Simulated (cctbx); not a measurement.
# Interatomic vectors of Gd3B2Ru7

Space group Cmcm (no. 63), a = 5.3130 Å, b = 9.2940 Å, c = 15.1110 Å, α = 90.00°, β = 90.00°, γ = 90.00°, content Gd12 Ru28 B8.

Simulated single-crystal data (cctbx): Cu Kα, λ = 1.54184 Å, to d = 0.83 Å, 80 % of the full sphere, strongest reflection 70000 counts, noise from counting, a 6 % proportional error and a noise floor of 4 counts (s.d.); no absorption.

Patterson synthesis from sharpened amplitudes, origin scaled to 1000:

```text
Patterson group C m m m
      u       v       w   height  length (A)
  0.000   0.000   0.000   1000.0     0.00
  0.000   0.337   0.500    481.9     8.18
  0.000   0.000   0.211    432.4     3.18
  0.000   0.500   0.000    329.1     4.65
  0.250   0.250   0.000    325.5     2.68
  0.250   0.250   0.111    294.3     3.16
  0.000   0.500   0.112    288.1     4.94
  0.000   0.338   0.283    215.4     5.31
  0.240   0.092   0.380    153.6     5.94
  0.000   0.160   0.378    153.4     5.90
  0.250   0.250   0.201    150.3     4.05
  0.000   0.500   0.200    149.8     5.55
  0.230   0.408   0.500    146.0     8.54
  0.000   0.166   0.500    138.7     7.71
```

Q: Assign the vectors.

A peak at u stands for all pairs with xi − xj = u, with weight Σ ZiZj against Σ Z² = 103560 at the origin. Peak heights follow these weights only roughly, since form factors, motion and series ripples differ, all vectors within 0.55 Å of a peak are counted as merged into it though the farther ones add only part of their weight, and F(000) is left out, which lowers the whole map:

| u | v | w | shortest length (Å) | height | 1000 ΣZiZj/ΣZ² | pairs in the cell |
| --- | --- | --- | --- | --- | --- | --- |
| 0.000 | 0.337 | 0.500 | 8.15 | 482 | 693 | 6 × Gd–Gd, 12 × Ru–Ru, 8 × Gd–Ru, 4 × Gd–B, 6 × B–B |
| 0.000 | 0.000 | 0.211 | 3.19 | 432 | 541 | 8 × Gd–Gd, 12 × Ru–Ru |
| 0.000 | 0.500 | 0.000 | 2.66 | 329 | 299 | 16 × Ru–Ru |
| 0.250 | 0.250 | 0.000 | 2.68 | 326 | 299 | 16 × Ru–Ru |
| 0.250 | 0.250 | 0.111 | 3.16 | 294 | 435 | 16 × Gd–Ru |
| 0.000 | 0.500 | 0.112 | 3.15 | 288 | 435 | 16 × Gd–Ru |
| 0.000 | 0.338 | 0.283 | 5.25 | 215 | 400 | 4 × Gd–Gd, 6 × Ru–Ru, 4 × Gd–Ru, 4 × Gd–B, 4 × Ru–B |
| 0.240 | 0.092 | 0.380 | 5.94 | 154 | 301 | 8 × Gd–Ru, 4 × Ru–Ru, 4 × Ru–B |
| 0.000 | 0.160 | 0.378 | 5.90 | 153 | 301 | 8 × Gd–Ru, 4 × Ru–Ru, 4 × Ru–B |
| 0.250 | 0.250 | 0.201 | 4.05 | 150 | 150 | 8 × Ru–Ru |

The table stops at ten peaks or at a height of 45, below which ripples compete. In the model behind the data Gd, the heaviest element, has 2 independent sites: (1/2, 0.1717, 3/4) and (0, 0.3294, 0.0308), up to an allowed shift of origin; the Gd–Gd vectors are differences of these positions and their symmetry mates. The whole model:

```csv
atom,mult.,x,y,z,Ueq (Å²)
Gd1,4,1/2,0.1717,3/4,0.0093
Gd2,8,0,0.3294,0.0308,0.0107
Ru1,4,0,0,1/2,0.0137
Ru2,16,0.2447,0.4193,0.6485,0.0116
Ru3,8,0,0.1666,0.6483,0.0137
B1,4,0,0.0091,1/4,0.0189
B2,4,1/2,0.1685,1/4,0.0255
```

This is a model crystal, built by substitution and not relaxed, with assumed displacement parameters.

[Logs are printed without paths, hosts, clocks, repeated set-up lines and the standing remarks that a program may print on its own settings, such as how far it seeks lower states.]
